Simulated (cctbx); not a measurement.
# A disordered crystal of nominal Sm5TlSe8

Cell a = 9.0310 Å, b = 9.0310 Å, c = 9.0420 Å, α = 90.00°, β = 90.00°, γ = 90.00°; space group I-4 (no. 82); nominal formula Sm5TlSe8.

Simulated single-crystal data (cctbx): Mo Kα, λ = 0.71073 Å, to d = 0.75 Å, 95 % of the full sphere, strongest reflection 5000 counts, noise from counting, a 1.5 % proportional error and a noise floor of 8 counts (s.d.); no absorption.

With every site full:

```text
Rint 0.031, 900 unique reflections to 0.75 A
cycle     R1     wR2    GooF  max shift (A)
   1  0.0817  0.1729   5.985   0.00132
   2  0.0160  0.0331   1.145   0.00000
final R1 0.0160 wR2 0.0331 GooF 1.145  parameters 31  data/parameter 29.0
atom        x        y        z      Ueq    occ   su(xyz)  su(Uiso or U11)
Tl1    0.00000  0.50000  0.25000   0.0100  1.000  0.00000  0.0002
Sm1    0.75984  0.13138  0.11613   0.0119  1.000  0.00004  0.0002
Sm2    0.00000  0.00000  0.50000   0.0090  1.000  0.00000  0.0002
Se1    0.31028  0.92987  0.44137   0.0103  1.000  0.00009  0.0003
Se2    0.43364  0.32162  0.69773   0.0095  1.000  0.00008  0.0003
difference map: max 1.02 min -0.87 rms 0.23
Q1    0.9939  0.0347  0.4768    8    1.04  0.38 A from Sm2
Q2    0.0245  0.5454  0.2660    8    0.83  0.49 A from Tl1
Q3    0.0869  0.4043  0.5428    8    0.82  0.87 A from Se1
Q4    0.0000  0.0000  0.1903    4    0.79  1.72 A from Se2
Q5    0.0948  0.7377  0.2032    8    0.76  1.64 A from Se2
Q6    0.0140  0.0332  0.7009    8    0.73  1.85 A from Sm2
```

With the occupancies of the suspect sites free, each still typed as its main element:

```text
Rint 0.031, 900 unique reflections to 0.75 A
cycle     R1     wR2    GooF  max shift (A)
   1  0.0244  0.0500   1.730   0.00055
   3  0.0137  0.0272   0.941   0.00001
final R1 0.0137 wR2 0.0272 GooF 0.941  parameters 32  data/parameter 28.1
atom        x        y        z      Ueq    occ   su(xyz)  su(Uiso or U11)
Tl1    0.00000  0.50000  0.25000   0.0113  1.000  0.00000  0.0002
Sm1    0.75983  0.13138  0.11615   0.0103  0.943  0.00004  0.0002
Sm2    0.00000  0.00000  0.50000   0.0103  1.000  0.00000  0.0002
Se1    0.31027  0.92982  0.44132   0.0116  1.000  0.00007  0.0003
Se2    0.43362  0.32159  0.69767   0.0107  1.000  0.00007  0.0003
su of occupancy Sm1: 0.003
difference map: max 0.66 min -0.74 rms 0.18
Q1    0.0579  0.1133  0.8796    8    0.68  1.32 A from Sm1
Q2    0.0000  0.0000  0.1873    4    0.67  1.72 A from Se2
Q3    0.0135  0.0338  0.6970    8    0.62  1.81 A from Sm2
Q4    0.0972  0.3983  0.4453    8    0.60  1.32 A from Se1
Q5    0.0282  0.5582  0.6032    8    0.60  1.54 A from Se1
Q6    0.0827  0.4020  0.5427    8    0.60  0.85 A from Se1
```

**Question.** What is the disorder?

X-rays count electrons. Sm1 refines to 0.943(0.003), or 58.5 electrons; the site truly holds 0.94 Sm, 58.3 electrons, which is 0.940 of Sm. A value under 1 can't tell vacancies from a lighter guest, and one over 1 needs a heavier guest; chemistry or a second radiation must settle which. Occupancy correlates with U and the scale, so the match is approximate.

Freeing them takes R1 from 0.0160 to 0.0137 and GooF from 1.15 to 0.94.

The model was made for the exercise: a known structure type with other elements put in, its volume estimated, not relaxed; displacement parameters are assumed.

[Middle refinement cycles are left out of these outputs.]

[Logs are printed without paths, hosts, clocks, repeated set-up lines and the standing remarks that a program may print on its own settings, such as how far it seeks lower states.]
